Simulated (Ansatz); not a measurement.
# From r2SCAN to G0W0: VBiO4 (Dreyerite)

Wanted: the gap of VBiO4 (Dreyerite) with a many-body correction, and the time that it takes.

Main program and level: Ansatz 0.2.0; r2SCAN, then G0W0 on it, plane waves, PAW.

## Step 1: The starting structure

It takes space group I4_1/amd (No. 141, tetragonal). Conventional cell: a = 7.303 Å, b = 7.303 Å, c = 6.584 Å, α = 90.00°, β = 90.00°, γ = 90.00°. Nearest to V lie 4 O at 1.72 Å. Nearest to Bi lie 8 O at 2.39 to 2.56 Å. O has 1 V at 1.72 Å and 2 Bi at 2.39 to 2.56 Å nearest. Farther neighbours and most contacts between anions are not listed.

Geometry: measured cell, ions relaxed with r2SCAN. The runs that relaxed it are not among those shown. Spin-orbit coupling is left out unless a step names it.

The logs state that the PAW files were generated under PBE.

## Step 2: Bands along the symmetry lines

Levels along a band path and on the mesh show where this functional puts the band edges.

This step: DFT, r2SCAN, plane waves, PAW; PAW set soft_1.

Contents of input.yaml:

```yaml
crystal:
  lattice:
    - [-3.6515, 3.6515, 3.292]
    - [3.6515, -3.6515, 3.292]
    - [3.6515, 3.6515, -3.292]
  atoms:
    - { symbol: V, position: [0.5, 0.5, 0.0] }
    - { symbol: V, position: [0.25, 0.75, 0.5] }
    - { symbol: Bi, position: [0.75, 0.25, 0.5] }
    - { symbol: Bi, position: [0.0, 0.0, 0.0] }
    - { symbol: O, position: [0.152062534, 0.3328889632, 0.8191735708] }
    - { symbol: O, position: [0.0828889632, 0.7637153925, 0.6808264292] }
    - { symbol: O, position: [0.5137153925, 0.3328889632, 0.1808264292] }
    - { symbol: O, position: [0.0828889632, 0.402062534, 0.3191735708] }
    - { symbol: O, position: [0.597937466, 0.9171110368, 0.6808264292] }
    - { symbol: O, position: [0.6671110368, 0.847937466, 0.1808264292] }
    - { symbol: O, position: [0.2362846075, 0.9171110368, 0.3191735708] }
    - { symbol: O, position: [0.6671110368, 0.4862846075, 0.8191735708] }
kpoints:
  mp_grid: { grid: [6, 6, 6] }
  band_path:
    path:
      - [[0.0, 0.0, 0.0], [0.0, 0.0, 0.5], [-0.5, 0.5, 0.5], [0.0, 0.0, 0.0], [0.45319689, 0.45319689, -0.45319689]]
      - [[-0.45319689, 0.54680311, 0.45319689], [-0.5, 0.5, 0.5]]
      - [[0.0, 0.0, 0.5], [0.25, 0.25, 0.25], [0.0, 0.5, 0.0], [0.0, 0.0, 0.0]]
    npoints: 10
hamiltonian:
  xc: r2scan
  pseudopotentials: { kind: paw, azcp: { folder: soft_1 } }
scf:
  occupations: { method: fermi_dirac, width: 0.02 }
  n_extra_bands: 8
output:
  eigenvalues: true
  write_density: true
  write_potential: true
  elf: true
  volumetric_format: npy
```

On the command line:

```bash
$ ansatz run input.yaml --threads 3 --pin off --max-ram 92160MiB --backend cuda --events-out ev --progress --plain --runs-dir out --devices 1 --max-vram 13GiB
```

Numbers of over 12 decimals in the logs are rounded to 6 here.

Log:

```text
scf.n_extra_bands = 8 over 52 filled bands (N_el = 104.0): the run solves 60 bands
GPUs: using 1 of 1 available (devices: 1).
Engine: ansatz 0.2.0, x86_64-unknown-linux-gnu
Pseudopotentials: kind: paw
Pseudopotential: V, paw, valence charge 13, recommended cutoff 500 eV (meta_gga), soft_1/V.paw.azcp
Pseudopotential: Bi, paw, valence charge 15, recommended cutoff 500 eV (meta_gga), soft_1/Bi.paw.azcp
Pseudopotential: O, paw, valence charge 6, recommended cutoff 500 eV (meta_gga), soft_1/O.paw.azcp
Functional definition: r2SCAN
  parameter k0 = 0.174
  parameter k1 = 0.065
  parameter a1 = 4.9479
  exchange = r2scan_x(k0 = k0, k1 = k1, a1 = a1)
  correlation = r2scan_c
device memory: the entry about to start is reckoned to put 4.6 GiB on a device that reports 53.2 GiB free (of which the cap on the GPU budget leaves the run 13.0 GiB)
GPU FFT provider: cuFFT
GPU libraries: cuBLAS 13.8.2, cuFFT 12.4.0, cuSOLVER 12.3.4
Crystal: 12 atoms, lattice volume = 175.575 Å³
Basis set: ecut = 500 eV, 4449 PW (Γ), exchange–correlation on 180×180×180 points (64 copies of the dense FFT grid, shifted against one another)
Bands: 60, of which v1, the nominal top of the filled ones, is band 52 counted from 1 (51 counted from 0)
Symmetry: 16 space group operations
Space group: I41/amd (ITA 141), of the structure as read, at distance tolerance 5.6e-5 Å
k-points: 30 of 216
Non-local potential: V, projectors of the file, l = 0: 3, l = 1: 2, l = 2: 3, l = 3: 1
Non-local potential: Bi, projectors of the file, l = 0: 2, l = 1: 2, l = 2: 2, l = 3: 1
Non-local potential: O, projectors of the file, l = 0: 2, l = 1: 2, l = 2: 1
PAW form: soft (Blöchl's): semilocal exchange-correlation on the pseudo side does not see the compensation charge
PAW frozen core: V, regenerated for the run's functional (the file was generated under x = pbe(κ = 0.804, μ = 0.219515), c = pbe(β = 0.066725))
PAW frozen core: Bi, regenerated for the run's functional (the file was generated under x = pbe(κ = 0.804, μ = 0.219515), c = pbe(β = 0.066725))
PAW frozen core: O, regenerated for the run's functional (the file was generated under x = pbe(κ = 0.804, μ = 0.219515), c = pbe(β = 0.066725))
PAW one-centre angular grid: V, 590 points (default); XC on 160 Gauss nodes
PAW one-centre angular grid: Bi, 590 points (default); XC on 160 Gauss nodes
PAW one-centre angular grid: O, 302 points (default); XC on 160 Gauss nodes
Initial density: superposition of atomic densities (chi_scale 0.1, normalization cell, long waves kept (reshape's long-wave potential 0.01 eV rms))
Initial wavefunctions: pseudopotential atomic-orbital guess
GPU buffer pool allocated for 91125 grid points (all kernels)
GPU transforms: local potential and band sums: pruned to the plane-wave sphere, on 45×45×45
Functional: x = r2scan, c = r2scan; τ floored in thin density (d = 2e-4 eV/Å³)
SCF iter   1: F=—  HF=-35215.684707 eV  |F-HF|=—  |Δ(HF+E_count)|=         —  Δρ=6.67e-2  dr2=1.36e1  dr2_τ=9.56e-1  ethr=3.10e-3  ⟨swp⟩=6.0  Hψ=6384  notcnv=0
preconditioner: auto → Resta (q_TF=auto, 2.500 Å⁻¹)  ε∞=4.8  [insulator: Δε(μ)=2.052 eV  Ē_g=13.485 eV  σ=0.020 eV  W_gap=1.00  n_scr=46 (ndim 8)  ℏωp=26.3 eV  f_vac=0.026  D(μ)=0.00/eV (n_scr^D=0)  ε∞_Penn≈4.8]
SCF iter   2: F=—  HF=-35214.091517 eV  |F-HF|=—  |Δ(HF+E_count)|=    1.59e0  Δρ=4.89e-2  dr2=4.03e0  dr2_τ=2.07e-1  ethr=3.10e-3  ⟨swp⟩=3.0  Hψ=3221  notcnv=0  defer=102
SCF iter   3: F=—  HF=-35214.337533 eV  |F-HF|=—  |Δ(HF+E_count)|=   2.46e-1  Δρ=4.67e-2  dr2=4.61e0  dr2_τ=3.43e-1  ethr=3.10e-3  ⟨swp⟩=2.7  Hψ=3747  notcnv=0  defer=100
SCF iter   4: F=—  HF=-35213.930018 eV  |F-HF|=—  |Δ(HF+E_count)|=   4.08e-1  Δρ=1.18e-2  dr2=1.49e-1  dr2_τ=1.21e-2  ethr=3.10e-3  ⟨swp⟩=2.4  Hψ=2524  notcnv=0  defer=100
SCF iter   5: F=—  HF=-35213.964929 eV  |F-HF|=—  |Δ(HF+E_count)|=   3.49e-2  Δρ=2.17e-3  dr2=5.71e-3  dr2_τ=6.29e-4  ethr=1.43e-4  ⟨swp⟩=2.1  Hψ=2982  notcnv=0  defer=100
SCF iter   6: F=—  HF=-35213.968249 eV  |F-HF|=—  |Δ(HF+E_count)|=   3.32e-3  Δρ=5.04e-4  dr2=5.09e-4  dr2_τ=2.59e-5  ethr=5.49e-6  ⟨swp⟩=2.0  Hψ=2565  notcnv=0  defer=100
SCF iter   7: F=—  HF=-35213.968542 eV  |F-HF|=—  |Δ(HF+E_count)|=   2.93e-4  Δρ=2.82e-4  dr2=1.94e-4  dr2_τ=6.36e-6  ethr=4.89e-7  ⟨swp⟩=2.3  Hψ=2686  notcnv=0  defer=100
SCF iter   8: F=—  HF=-35213.968277 eV  |F-HF|=—  |Δ(HF+E_count)|=   2.66e-4  Δρ=5.43e-5  dr2=7.87e-6  dr2_τ=9.57e-8  ethr=1.86e-7  ⟨swp⟩=2.0  Hψ=2186  notcnv=0  defer=100
SCF iter   9: F=—  HF=-35213.968857 eV  |F-HF|=—  |Δ(HF+E_count)|=   5.80e-4  Δρ=9.61e-6  dr2=2.95e-7  dr2_τ=1.13e-8  ethr=7.57e-9  ⟨swp⟩=2.0  Hψ=2424  notcnv=0  defer=100
SCF iter  10: F=-35213.968857 eV  HF=-35213.968857 eV  |F-HF|=1.59e-8  |Δ(HF+E_count)|=   6.92e-8  Δρ=3.33e-6  dr2=2.81e-8  dr2_τ=9.19e-10  ethr=9.62e-11  ⟨swp⟩=9.5  Hψ=5606  notcnv=0
SCF 1 converged in 10 iterations: F = -35213.968857 eV  dr2 = 2.81e-8
  greatest PAW one-centre occupation: 1.000 electrons in one spin orbital (limit 2), on the V atom at site 1 (counted from 0), in its partial waves of l = 0
device memory: the entry about to start is reckoned to put 2.8 GiB on a device that reports 55.3 GiB free (of which the cap on the GPU budget leaves the run 13.0 GiB)
NSCF: frozen V_eff on 83 k-points
SCF converged after 10 iterations
Free energy (F): -35213.968857 eV
Harris-Foulkes:  -35213.968857 eV  (|F-HF|=1.59e-8)
Internal energy: -35213.968857 eV  (E = F + TS)
E sigma→0 (E₀):  -35213.968857 eV
Fermi energy:    7.533113 eV
--- Per-component energies (eV) ---
  E_band       = -981.743448
  E_kinetic    = 2434.356462
  E_local      = -8949.325005  (includes V_loc(G=0)·N_el)
  E_nonlocal   = 1387.755067
  E_hartree    = 3429.647732
  E_xc         = -1073.740774
  E_vxc        = -1427.814094  (∫ρ·V_xc dr)
  E_paw        = -24945.857787  (= ΣΔE_a)
  E_vpaw       = -1380.206197  (= ΣTr[D̂ρ^β])
  E_aug_tail   = 0.003532  (compensation charges beyond the density's cutoff)
  E_vtau       = 94.201965  (kinetic-family band-sum trace: ∫τ·v_τ [+ j·A + Jᵃ·Aᵃ] dr)
  E_ewald      = -7497.771717
  E_core_change = 0.963634  (= ΣΔE_core)
  E_smearing   = -0.000000  (= −TS)
  E_closure    = -0.000000  (closes the sum)
  Σ components = -35213.968857   (vs F -35213.968857, Δ=0.00e0)
--- Band table (eV; the first three rows and the last of 30) ---
  k-point 0: bands = [... 48 lower, 5.2536, 5.4227, 5.4227, 5.6508, 9.4641, 9.9995, 10.0343, 10.0459, ... 4 higher]
  k-point 1: bands = [... 48 lower, 5.2689, 5.3757, 5.5248, 5.5996, 9.4700, 9.9421, 10.0020, 10.0730, ... 4 higher]
  k-point 2: bands = [... 48 lower, 5.2863, 5.4121, 5.4477, 5.6068, 9.5248, 9.7813, 9.9696, 10.0102, ... 4 higher]
  k-point 29: bands = [... 48 lower, 5.1690, 5.1690, 5.3966, 5.3966, 9.8043, 9.8043, 9.9154, 9.9154, ... 4 higher]
```

Wall time 20 s (1 × NVIDIA H100 80GB HBM3 (shared by 6 runs) with 3 threads of AMD EPYC 7R13 (Zen 3), shared host); peak memory 1.3 GiB.

In the SCF lines HF is the Harris–Foulkes energy and dr2 the Hartree energy of the density residual, in eV; the loop may stop once dr2 is under the threshold and the program's other checks hold. Hψ counts applications of the Hamiltonian.

Numbers from this step:

```yaml
filled_bands: 52
gap: 2.949 eV
valence_top_at: k = (0.333, 0.333, -0.333)
conduction_bottom_at: k = (0.317, 0.317, -0.317)
least_direct_gap: 2.952 eV
```

Over mesh and path the gap is 2.949 eV, from k = (0.333, 0.333, -0.333) to k = (0.317, 0.317, -0.317). The least direct gap found is 2.952 eV, at k = (0.333, 0.333, -0.333). On the 6×6×6 mesh alone the same run gives 2.952 eV, so that mesh misses an edge of r2SCAN: 2.952 − 2.949 = +0.003 eV.

The electronic bands at the labelled points (eV, zero at the top of the highest nominally filled band):

| point | band 49 | band 50 | band 51 | band 52 | band 53 | band 54 | band 55 | band 56 |
| --- | --- | --- | --- | --- | --- | --- | --- | --- |
| Γ | -0.81 | -0.64 | -0.64 | -0.41 | 3.40 | 3.94 | 3.97 | 3.98 |
| halfway | -0.75 | -0.74 | -0.53 | -0.48 | 3.42 | 3.80 | 3.92 | 4.03 |
| X | -0.73 | -0.73 | -0.50 | -0.50 | 3.58 | 3.58 | 3.88 | 3.88 |
| halfway | -0.88 | -0.88 | -0.53 | -0.53 | 3.59 | 3.59 | 3.84 | 3.84 |
| M | -0.89 | -0.89 | -0.67 | -0.67 | 3.74 | 3.74 | 3.85 | 3.85 |
| halfway | -0.82 | -0.64 | -0.63 | -0.61 | 3.46 | 3.66 | 3.88 | 3.98 |
| Γ | -0.81 | -0.64 | -0.64 | -0.41 | 3.40 | 3.94 | 3.97 | 3.98 |
| halfway | -1.01 | -1.01 | -0.51 | -0.37 | 3.18 | 3.57 | 3.66 | 3.87 |
| Z | -0.95 | -0.91 | -0.91 | -0.38 | 3.44 | 3.88 | 3.88 | 3.91 |
| jump to Z0 | -0.95 | -0.91 | -0.91 | -0.38 | 3.44 | 3.88 | 3.88 | 3.91 |
| halfway | -0.90 | -0.90 | -0.81 | -0.52 | 3.59 | 3.86 | 3.86 | 3.88 |
| M | -0.89 | -0.89 | -0.67 | -0.67 | 3.74 | 3.74 | 3.85 | 3.85 |
| jump to X | -0.73 | -0.73 | -0.50 | -0.50 | 3.58 | 3.58 | 3.88 | 3.88 |
| halfway | -0.72 | -0.72 | -0.38 | -0.38 | 3.42 | 3.42 | 3.72 | 3.72 |
| P | -0.71 | -0.71 | -0.24 | -0.24 | 3.23 | 3.23 | 3.65 | 3.65 |
| halfway | -0.86 | -0.60 | -0.46 | -0.16 | 3.07 | 3.43 | 3.62 | 3.73 |
| N | -0.96 | -0.72 | -0.56 | -0.14 | 3.03 | 3.55 | 3.62 | 3.79 |
| halfway | -0.88 | -0.79 | -0.49 | -0.48 | 3.48 | 3.49 | 3.69 | 3.87 |
| Γ | -0.81 | -0.64 | -0.64 | -0.41 | 3.40 | 3.94 | 3.97 | 3.98 |

Valence density in the ac plane of the conventional cell at fractional y = 0.000, with atoms of V and Bi and O within 0.2 Å of it. It is the smooth field of the valence electrons, not physical close to the nuclei.

Values in e/Å³, 10 rows by 16 columns, each cell a mean:
```
 5  2  0  0  0  0  0  0  0  0  0  0  0  0  1  4
 1  0  0  0  0  0  1  3  4  2  0  0  0  0  0  1
 0  1  3  3  1  0  2  6  7  3  1  1  2  3  1  0
 1  1  5  5  1  0  1  2  2  1  0  1  4  6  2  1
10  3  1  1  0  0  0  0  0  0  0  0  1  1  2  8
 7  2  0  0  0  0  0  0  0  0  0  0  0  0  1  6
 0  0  0  0  0  0  1  3  4  1  0  0  0  0  0  0
 0  0  0  0  0  0  2  9 12  4  1  0  0  0  0  0
 1  1  0  1  3  5  2  2  2  2  4  4  1  0  0  1
 6  3  1  1  3  5  2  0  0  1  4  5  1  0  2  5
```
Columns run along a (7.3 Å), rows up along c (6.6 Å), edges of the conventional cell, whose origin can differ from the input's. Atoms in or near the plane, at fractional coordinates: V at (0.00, 0.50), V at (0.50, 0.25), Bi at (0.50, 0.75), Bi at (0.00, 0.00), O at (0.68, 0.08), O at (0.32, 0.08), O at (0.18, 0.67), O at (0.82, 0.67).

ELF in the ac plane of the conventional cell at fractional y = 0.000, with atoms of V and Bi and O within 0.2 Å of it. It is the smooth field of the valence electrons, not physical close to the nuclei.

Values, 10 rows by 16 columns, each cell a mean:
```
0.26 0.38 0.28 0.16 0.42 0.49 0.34 0.23 0.22 0.27 0.45 0.48 0.25 0.19 0.40 0.29
0.30 0.26 0.31 0.31 0.13 0.16 0.37 0.35 0.32 0.40 0.24 0.11 0.26 0.32 0.26 0.28
0.17 0.59 0.75 0.76 0.63 0.26 0.38 0.21 0.21 0.33 0.30 0.45 0.76 0.74 0.70 0.29
0.22 0.55 0.64 0.64 0.75 0.28 0.31 0.39 0.37 0.37 0.22 0.61 0.73 0.58 0.65 0.31
0.67 0.43 0.46 0.66 0.46 0.11 0.07 0.13 0.14 0.09 0.06 0.30 0.64 0.57 0.38 0.61
0.62 0.42 0.08 0.11 0.05 0.03 0.06 0.09 0.09 0.07 0.04 0.03 0.10 0.08 0.26 0.60
0.12 0.08 0.04 0.02 0.05 0.04 0.18 0.46 0.49 0.30 0.06 0.05 0.03 0.03 0.06 0.10
0.10 0.07 0.04 0.20 0.50 0.41 0.35 0.67 0.70 0.48 0.33 0.52 0.32 0.06 0.06 0.09
0.37 0.31 0.17 0.58 0.75 0.66 0.59 0.33 0.33 0.48 0.66 0.70 0.72 0.25 0.25 0.36
0.24 0.35 0.29 0.53 0.76 0.66 0.74 0.34 0.18 0.65 0.71 0.69 0.70 0.28 0.37 0.24
```
Columns run along a (7.3 Å), rows up along c (6.6 Å), edges of the conventional cell, whose origin can differ from the input's. Atoms in or near the plane, at fractional coordinates: V at (0.00, 0.50), V at (0.50, 0.25), Bi at (0.50, 0.75), Bi at (0.00, 0.00), O at (0.68, 0.08), O at (0.32, 0.08), O at (0.18, 0.67), O at (0.82, 0.67).

(Part 1 of 3 ends here.)

[Paths, hosts, dates, memory and timing lines, banners, echoed tables and standing remarks are left out of the program output.]

[Logs are printed without paths, hosts, clocks, repeated set-up lines and the standing remarks that a program may print on its own settings, such as how far it seeks lower states.]

[Runs of the session that timed out or met a known fault of the program may be left out.]

[Cells called generated may have been cut or substituted from an entry of the Crystallography Open Database or the Materials Project.]

[Hosts, paths, dates, database ids (printed as entryN), source tags and the programs' standing remarks are cut or masked in the printed files.]

[Where an RPA ε∞ is given, it is that of the G0W0 mesh and is not shown converged in it. Names of k-points follow the symmetry that the program found, which can be lower than the space group named. Band edges on a path are those of the sampled points; other points can move an edge, and change direct to indirect where valleys lie close.]

[Hybrid gaps are those of their k-mesh and are not shown converged in it.]
